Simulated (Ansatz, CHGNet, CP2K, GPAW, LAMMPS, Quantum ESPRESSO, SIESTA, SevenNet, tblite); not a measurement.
## Running liquid Si0.5Ge0.5 at 2500 K (104 atoms) with CP2K

Aim: run liquid Si0.5Ge0.5 at 2500 K (104 atoms) in CP2K and see how near its forces come to a plane-wave reference, and at what cost.

Program: CP2K 2026.2. Level of theory: the method is named at each step. Results are calculated unless marked as measured.

## Step 1: Set-up

The cell holds 104 atoms: 52 Si and 52 Ge. Its edges and angles: a = 13.176 Å, b = 13.176 Å, c = 13.176 Å, α = 90.0°, β = 90.0°, γ = 90.0°. 104 atoms (52 Si, 52 Ge) placed at random at 3.8 g/cm³, melted at 3500 K for 10 ps at fixed volume with the Tersoff potential (Tersoff, Phys. Rev. B 39, 5566 (1989)). Snapshot at the end of a hold of 5 ps at 2500 K and fixed volume.

The yardstick, on the same geometry:

```
method                 : Kohn-Sham DFT, PBE, SSSP efficiency 1.3.0 pseudopotentials, plane waves (Quantum ESPRESSO 7.5); sssp-pbe-1.3.0-efficiency, cutoffs 45/360 Ry, Γ point
r.m.s. force component : 0.9838 eV/Å
longest force          : 4.719 eV/Å
pressure               : 1.132 GPa
time                   : 9 min on 4 MPI ranks of Arm Neoverse V2, shared host
CPU time               : 36 min
```

## Step 2: PBE, DZVP-MOLOPT-SR, 350/50 Ry, diagonalisation

Method: Kohn-Sham DFT, PBE, GTH-PBE pseudopotentials, Gaussian and plane waves, DZVP-MOLOPT-SR-GTH, diagonalisation.

File input.inp:

```
&GLOBAL
  PROJECT cell
  RUN_TYPE ENERGY_FORCE
  PRINT_LEVEL LOW
&END GLOBAL
&FORCE_EVAL
  METHOD QS
  STRESS_TENSOR ANALYTICAL
  &DFT
    BASIS_SET_FILE_NAME BASIS_MOLOPT
    POTENTIAL_FILE_NAME GTH_POTENTIALS
    &MGRID
      CUTOFF 350
      REL_CUTOFF 50
    &END MGRID
    &QS
      EPS_DEFAULT 1.0E-12
    &END QS
    &SCF
      SCF_GUESS ATOMIC
      EPS_SCF 1.0E-06
      MAX_SCF 200
      ADDED_MOS 46
      &DIAGONALIZATION
        ALGORITHM STANDARD
      &END DIAGONALIZATION
      &SMEAR ON
        METHOD FERMI_DIRAC
        ELECTRONIC_TEMPERATURE [K] 580
      &END SMEAR
      &MIXING
        METHOD BROYDEN_MIXING
        ALPHA 0.15
        NBROYDEN 8
      &END MIXING
      &PRINT
        &RESTART OFF
        &END RESTART
      &END PRINT
    &END SCF
    &XC
      &XC_FUNCTIONAL PBE
      &END XC_FUNCTIONAL
    &END XC
    &PRINT
      &MULLIKEN ON
      &END MULLIKEN
      &LOWDIN ON
      &END LOWDIN
      &HIRSHFELD ON
      &END HIRSHFELD
      &MO ON
        EIGENVALUES T
        OCCUPATION_NUMBERS T
        MO_INDEX_RANGE 197 220
        &EACH
          QS_SCF 0
        &END EACH
        ADD_LAST NUMERIC
      &END MO
    &END PRINT
  &END DFT
  &SUBSYS
    &CELL
      A 13.17580 0.00000 0.00000
      B 0.00000 13.17580 0.00000
      C 0.00000 0.00000 13.17580
    &END CELL
    &COORD
      SCALED
      Si 0.90958 0.57117 0.57154
      Si 0.54172 0.76709 0.56193
      Si 0.10321 0.43324 0.07243
      Si 0.52760 0.64862 0.26415
      Si 0.00922 0.50422 0.28174
      Si 0.09613 0.28982 0.50063
      Si 0.59841 0.90688 0.67490
      Si 0.75531 0.60266 0.18820
      Si 0.47940 0.75960 0.06355
      Si 0.72915 0.38918 0.93593
      Si 0.16513 0.25581 0.32975
      Si 0.05702 0.72400 0.04917
      Si 0.49289 0.27195 0.90028
      Si 0.84051 0.94098 0.06248
      Si 0.69726 0.55648 0.01045
      Si 0.30780 0.07195 0.31872
      Si 0.24076 0.70572 0.37566
      Si 0.63440 0.01820 0.84312
      Si 0.88114 0.46478 0.15474
      Si 0.20223 0.05370 0.89588
      Si 0.02563 0.02195 0.90566
      Si 0.06601 0.93621 0.62695
      Si 0.15602 0.13360 0.20209
      Si 0.53274 0.48986 0.46940
      Si 0.51544 0.31968 0.73507
      Si 0.92810 0.80491 0.38183
      Si 0.81386 0.77676 0.17296
      Si 0.36912 0.26335 0.34562
      Si 0.42186 0.04967 0.17663
      Si 0.29026 0.51603 0.60105
      Si 0.20708 0.36013 0.93198
      Si 0.05856 0.64915 0.38930
      Si 0.37346 0.38262 0.99376
      Si 0.67888 0.53484 0.34926
      Si 0.17449 0.15821 0.62451
      Si 0.36662 0.54242 0.44496
      Si 0.59689 0.14106 0.11707
      Si 0.70779 0.82042 0.88355
      Si 0.40881 0.54567 0.92628
      Si 0.30181 0.68633 0.95578
      Si 0.73467 0.85241 0.34680
      Si 0.00628 0.07988 0.21744
      Si 0.76758 0.11717 0.78660
      Si 0.95070 0.89796 0.77946
      Si 0.00771 0.90011 0.01595
      Si 0.21699 0.98084 0.42348
      Si 0.33038 0.44547 0.30126
      Si 0.75512 0.24900 0.64423
      Si 0.66195 0.00465 0.02359
      Si 0.22663 0.89841 0.59435
      Si 0.59231 0.12373 0.32103
      Si 0.64200 0.64896 0.49721
      Ge 0.06030 0.92743 0.29023
      Ge 0.15915 0.73862 0.70098
      Ge 0.52599 0.58943 0.08084
      Ge 0.12039 0.64400 0.88374
[... 44 atom lines left out ...]
      Ge 0.10639 0.46025 0.82068
      Ge 0.35122 0.80330 0.82298
      Ge 0.98616 0.56569 0.00200
      Ge 0.84789 0.58846 0.73265
    &END COORD
    &KIND Si
      BASIS_SET DZVP-MOLOPT-SR-GTH-q4
      POTENTIAL GTH-PBE-q4
    &END KIND
    &KIND Ge
      BASIS_SET DZVP-MOLOPT-SR-GTH-q4
      POTENTIAL GTH-PBE-q4
    &END KIND
  &END SUBSYS
  &PRINT
    &FORCES ON
    &END FORCES
    &STRESS_TENSOR ON
    &END STRESS_TENSOR
  &END PRINT
&END FORCE_EVAL
```

Launch:

```sh
$ OMP_NUM_THREADS=2 cp2k.psmp -i input.inp > output.txt
```

Numbers of over 12 decimals in the logs are rounded to 6 here.

The program printed:

```text
CP2K| version string:                                       CP2K version 2026.2
 CP2K| Input file name                                                 input.inp
 GLOBAL| Basis set file name                                        BASIS_MOLOPT
 GLOBAL| Potential file name                                      GTH_POTENTIALS
 GLOBAL| Run type                                                   ENERGY_FORCE
 GLOBAL| Total number of message passing processes                             1
 GLOBAL| Number of threads for this process                                    2
 TOTAL NUMBERS AND MAXIMUM NUMBERS
  Total number of            - Atomic kinds:                                   2
                             - Atoms:                                        104
                             - Shell sets:                                   104
                             - Shells:                                       520
                             - Primitive Cartesian functions:                416
                             - Cartesian basis functions:                   1456
                             - Spherical basis functions:                   1352
  Maximum angular momentum of- Orbital basis functions:                        2
                             - Local part of the GTH pseudopotential:          0
                             - Non-local part of the GTH pseudopotential:      4
 SCF PARAMETERS         Density guess:                                    ATOMIC
                        max_scf:                                             200
                        eps_scf:                                        1.00E-06
                        added MOs                                        46    0
                        Mixing method:                            BROYDEN_MIXING
                                                charge density mixing in g-space
                        Smear method:                                FERMI_DIRAC
                        Electronic temperature [K]:                        580.0
                        Electronic temperature [a.u.]:                  1.84E-03
                        Accuracy threshold:                             1.00E-10
 Extrapolation method: initial_guess
 Number of electrons:                                                        416
 Number of occupied orbitals:                                                208
 Number of molecular orbitals:                                               254
 Number of orbital functions:                                               1352
 Number of independent orbital functions:                                   1352
 SCF WAVEFUNCTION OPTIMIZATION
  Step     Update method      Time    Convergence         Total energy    Change
     1 NoMix/Diag. 0.15E+00    4.6     0.90927064      -412.1172353812 -4.12E+02
     2 Broy./Diag. 0.15E+00    5.8     0.03366188      -411.3483848331  7.69E-01
     3 Broy./Diag. 0.15E+00    5.9     0.06416299      -409.0231233644  2.33E+00
     4 Broy./Diag. 0.15E+00    5.8     0.03835560      -407.7311634040  1.29E+00
[...]
17 Broy./Diag. 0.15E+00    6.1     0.00000245      -406.8306703865 -1.13E-04
    18 Broy./Diag. 0.15E+00    6.0     0.00000072      -406.8306836681 -1.33E-05
  *** SCF run converged in    18 steps ***
  Electronic density on regular grids:       -415.9999999999        0.0000000001
  Core density on regular grids:              415.9999999988       -0.0000000012
  Total charge density on r-space grids:       -0.0000000011
  Total charge density g-space grids:          -0.0000000011
  Overlap energy of the core charge distribution:               3.41963e-07
  Self energy of the core charge distribution:               -968.050545
  Core Hamiltonian energy:                                    212.920908
  Hartree energy:                                             469.849720
  Exchange-correlation energy:                               -121.538357
  Electronic entropic energy:                                  -0.012411
  Fermi energy:                                                 0.169451
  Total energy:                                              -406.830684
  Total energy (extrapolated to T->0):                       -406.824478
 MO| EIGENVALUES AND OCCUPATION NUMBERS
 MO|
 MO|  Index      Eigenvalue [a.u.]        Eigenvalue [eV]             Occupation
 MO|    197               0.153278               4.170918               1.999700
 MO|    198               0.155049               4.219102               1.999214
 MO|    199               0.155820               4.240087               1.998804
[...]
MO|    219               0.187943               5.114185               0.000085
 MO|    220               0.189566               5.158361               0.000035
 MO| Sum:                                                             416.000000
 MO| E(Fermi):            0.169451 a.u.          4.611004 eV
 !-----------------------------------------------------------------------------!
                     Mulliken Population Analysis
 #  Atom  Element  Kind  Atomic population                           Net charge
       1     Si       1          4.351546                             -0.351546
       2     Si       1          4.140347                             -0.140347
       3     Si       1          4.114648                             -0.114648
[...]
# Total charge                            416.000000                  0.000000
 !-----------------------------------------------------------------------------!
 !-----------------------------------------------------------------------------!
                           Hirshfeld Charges
  #Atom  Element  Kind  Ref Charge     Population                    Net charge
      1       Si     1       4.000          3.757                         0.243
      2       Si     1       4.000          3.848                         0.152
      3       Si     1       4.000          3.821                         0.179
[...]
103       Ge     2       4.000          4.148                        -0.148
    104       Ge     2       4.000          4.079                        -0.079
  Total Charge                                                           -0.000
 !-----------------------------------------------------------------------------!
 LOWDIN POPULATION ANALYSIS
 #  Atom  Element  Kind  Atomic population                           Net charge
[...]
103     Ge       2          3.761805                              0.238195
     104     Ge       2          3.866492                              0.133508
 # Total charge                            416.000000                  0.000000
 ENERGY| Total FORCE_EVAL ( QS ) energy [hartree]           -406.830686
 FORCES| Atomic forces [hartree/bohr]
 FORCES|   Atom     x               y               z               |f|
 FORCES|      1  7.12665698E-03 -3.72700666E-02 -2.30917694E-02   4.44193305E-02
 FORCES|      2 -2.75845568E-02  1.91791491E-02  1.54973171E-02   3.69988428E-02
 FORCES|      3  4.53164362E-03 -1.99413638E-02 -5.62086331E-03   2.12082033E-02
[...]
FORCES|    103 -1.92776241E-02 -4.41657334E-02  8.93384893E-03   4.90107381E-02
 FORCES|    104  8.55930866E-03 -1.22637333E-02  3.66559155E-02   3.95893554E-02
 FORCES| Sum     5.33084648E-07  2.60920429E-07 -1.39516716E-06
 FORCES| Total atomic force                                       1.51616296E-06
 STRESS| Analytical stress tensor [bar]
 STRESS|                        x                   y                   z
 STRESS|      x        1.69942879906E+04  -3.70647380952E+02  -1.34830485195E+03
 STRESS|      y       -3.70647380952E+02   1.83699671275E+04  -1.11866503076E+04
 STRESS|      z       -1.34830485195E+03  -1.11866503076E+04   1.76521162827E+04
 STRESS| 1/3 Trace                                             1.76721238003E+04
```

Wall time 2.1 min (2 threads of Arm Neoverse V2, shared host); peak memory 2.5 GiB; 3.7 min of CPU time.

Banners, paths, timers and routine set-up lines are dropped from the logs unmarked, and long logs keep their key lines alone; longer cuts are marked.

Numbers from this run, and their distance from the reference:

| Item | Value |
| --- | --- |
| r.m.s. force component | 0.9952 eV/Å |
| r.m.s. difference of force components | 40.74 meV/Å |
| longest difference of force vectors | 113.8 meV/Å |
| force difference over r.m.s. force | 4.141 % |
| slope of forces against the reference's | 1.011 |
| correlation of force components | 0.9992 |
| pressure | 1.767 GPa |
| pressure difference | 0.6352 GPa |

Length of the force difference by element (eV/Å):

```
element  atoms   mean  most
     Ge     52  0.059  0.11
     Si     52  0.072  0.11
```

The surroundings of Si19, which bears the longest force, nearest first, numbered as they follow in the input and with coordinates relative to it.

```
 atom      x      y      z  distance (Å)  bonds  Mulliken charge (e)     Fx     Fy  Fz (eV/Å)
 Si19   0.00   0.00   0.00          0.00      5                -0.24   2.38   4.13      -0.04
 Ge80  -1.15  -1.78   0.19          2.13      5                 0.09  -2.56  -2.18      -0.09
  Si5   1.69   0.52   1.67          2.43      5                -0.24  -1.65   0.79       1.18
  Si8  -1.66   1.82   0.44          2.50      4                -0.05  -0.03  -0.49      -0.05
 Ge89   0.76  -2.06  -1.54          2.68      6                 0.09   0.99   0.72      -0.73
Ge103   1.38   1.33  -2.01          2.78      6                 0.00  -0.99  -2.27       0.46
  Si3   2.93  -0.42  -1.08          3.15      4                -0.11   0.23  -1.03      -0.29
 Si15  -2.42   1.21  -1.90          3.31      4                -0.08   0.38   0.53       0.06
 Ge81   1.22   2.99   0.77          3.33      5                 0.36   0.38  -0.14       0.38
```

Forces lie 4.1 % from the reference's, at 0.10 times its CPU time (on 2 against 4 cores).

## Step 3: PBE, SZV-MOLOPT-SR, 350/50 Ry, diagonalisation

Method: Kohn-Sham DFT, PBE, GTH-PBE pseudopotentials, Gaussian and plane waves, SZV-MOLOPT-SR-GTH, diagonalisation.

Edit input.inp of step 2 so:

```diff
@@ -49,4 +49,2 @@
       &END LOWDIN
-      &HIRSHFELD ON
-      &END HIRSHFELD
       &MO ON
@@ -68,8 +66,8 @@
     &END CELL
-    &COORD
-      SCALED
-[... 104 atom lines left out: the same atoms as in the first run ...]
-    &END COORD
+    &TOPOLOGY
+      COORD_FILE_NAME structure.xyz
+      COORD_FILE_FORMAT XYZ
+    &END TOPOLOGY
     &KIND Si
-      BASIS_SET DZVP-MOLOPT-SR-GTH-q4
+      BASIS_SET SZV-MOLOPT-SR-GTH-q4
       POTENTIAL GTH-PBE-q4
@@ -77,3 +75,3 @@
     &KIND Ge
-      BASIS_SET DZVP-MOLOPT-SR-GTH-q4
+      BASIS_SET SZV-MOLOPT-SR-GTH-q4
       POTENTIAL GTH-PBE-q4
```

File structure.xyz:

```xyz
104

Si 11.98444 7.52562 7.53050
Si 7.13759 10.10702 7.40388
Si 1.35987 5.70828 0.95432
Si 6.95155 8.54609 3.48039
Si 0.12148 6.64350 3.71215
Si 1.26659 3.81861 6.59620
Si 7.88453 11.94887 8.89235
Si 9.95181 7.94053 2.47969
Si 6.31648 10.00834 0.83732
Si 9.60713 5.12776 12.33163
Si 2.17572 3.37050 4.34472
Si 0.75128 9.53928 0.64785
Si 6.49422 3.58316 11.86191
Si 11.07439 12.39816 0.82322
Si 9.18696 7.33207 0.13769
Si 4.05551 0.94800 4.19939
Si 3.17221 9.29843 4.94962
Si 8.35873 0.23980 11.10878
Si 11.60972 6.12385 2.03882
Si 2.66454 0.70754 11.80394
[... 80 atom lines left out ...]
Ge 1.40177 6.06416 10.81312
Ge 4.62760 10.58412 10.84342
Ge 12.99345 7.45342 0.02635
Ge 11.17163 7.75343 9.65325
```

Launch:

```sh
$ OMP_NUM_THREADS=1 cp2k.psmp -i input.inp > output.txt
```

The program printed:

```text
CP2K| version string:                                       CP2K version 2026.2
 CP2K| Input file name                                                 input.inp
 GLOBAL| Basis set file name                                        BASIS_MOLOPT
 GLOBAL| Potential file name                                      GTH_POTENTIALS
 GLOBAL| Run type                                                   ENERGY_FORCE
 GLOBAL| Total number of message passing processes                             1
 GLOBAL| Number of threads for this process                                    1
 TOTAL NUMBERS AND MAXIMUM NUMBERS
  Total number of            - Atomic kinds:                                   2
                             - Atoms:                                        104
[... lines left out ...]
                        Smear method:                                FERMI_DIRAC
[... lines left out ...]
 Number of electrons:                                                        416
[... lines left out ...]
  Step     Update method      Time    Convergence         Total energy    Change
[... lines left out ...]
  *** SCF run converged in    22 steps ***
[... lines left out ...]
  Fermi energy:                                                 0.217461
  Total energy:                                              -402.089600
  Total energy (extrapolated to T->0):                       -402.084181
[... lines left out ...]
 MO| E(Fermi):            0.217461 a.u.          5.917425 eV
[... lines left out ...]
       1     Si       1          4.319115                             -0.319115
       2     Si       1          4.201177                             -0.201177
       3     Si       1          4.184752                             -0.184752
[...]
# Total charge                            416.000000                  0.000000
 !-----------------------------------------------------------------------------!
 LOWDIN POPULATION ANALYSIS
 #  Atom  Element  Kind  Atomic population                           Net charge
[...]
103     Ge       2          3.876672                              0.123328
     104     Ge       2          3.951321                              0.048679
 # Total charge                            416.000000                  0.000000
 ENERGY| Total FORCE_EVAL ( QS ) energy [hartree]           -402.089605
 FORCES| Atomic forces [hartree/bohr]
 FORCES|   Atom     x               y               z               |f|
 FORCES|      1  1.07692287E-02 -4.45714395E-02 -2.42234969E-02   5.18591102E-02
 FORCES|      2 -5.40001667E-02  1.95921892E-02  1.51169111E-02   5.94002768E-02
 FORCES|      3  1.16492954E-02 -3.31058769E-02  5.18782173E-04   3.50994915E-02
[...]
FORCES|    103 -3.10669309E-02 -6.62875407E-02  1.86627842E-03   7.32302892E-02
 FORCES|    104  1.15712902E-02 -1.23668529E-02  5.34931019E-02   5.61101217E-02
 FORCES| Sum     4.62242928E-05 -4.86139991E-06  1.44347328E-05
 FORCES| Total atomic force                                       4.86690863E-05
 STRESS| Analytical stress tensor [bar]
 STRESS|                        x                   y                   z
 STRESS|      x        6.69660574496E+04  -2.56388112737E+03   1.60059077767E+03
 STRESS|      y       -2.56388112737E+03   6.01854492260E+04  -1.58718552497E+04
 STRESS|      z        1.60059077767E+03  -1.58718552497E+04   6.00120848240E+04
 STRESS| 1/3 Trace                                             6.23878638332E+04
```

Elapsed: 2.2 min, on 1 thread; peak memory 2.3 GiB.

Numbers from this run, and their distance from the reference:

- r.m.s. force component: 1.371 eV/Å
- r.m.s. difference of force components: 603.2 meV/Å
- longest difference of force vectors: 2531 meV/Å
- force difference over r.m.s. force: 61.31 %
- slope of forces against the reference's: 1.283
- correlation of force components: 0.9206
- pressure: 6.239 GPa
- pressure difference: 5.107 GPa

This is a coarse setting, run to see what it loses.

Against the first run (4.1 %), the force difference from the reference is 61 %, at 0.60 times the CPU time (on 1 against 2 cores), with 416 basis functions against 1352: the smaller basis costs accuracy.

[end of part 1 of 3]

[Also dropped from logs without a mark: logging warnings of Python, and SIESTA's first energy breakdown and zero terms.]

[Logs are printed without paths, hosts, clocks, repeated set-up lines and the standing remarks that a program may print on its own settings, such as how far it seeks lower states.]

[Hosts, paths, dates, database ids (printed as entryN), source tags and the programs' standing remarks are cut or masked in the printed files.]
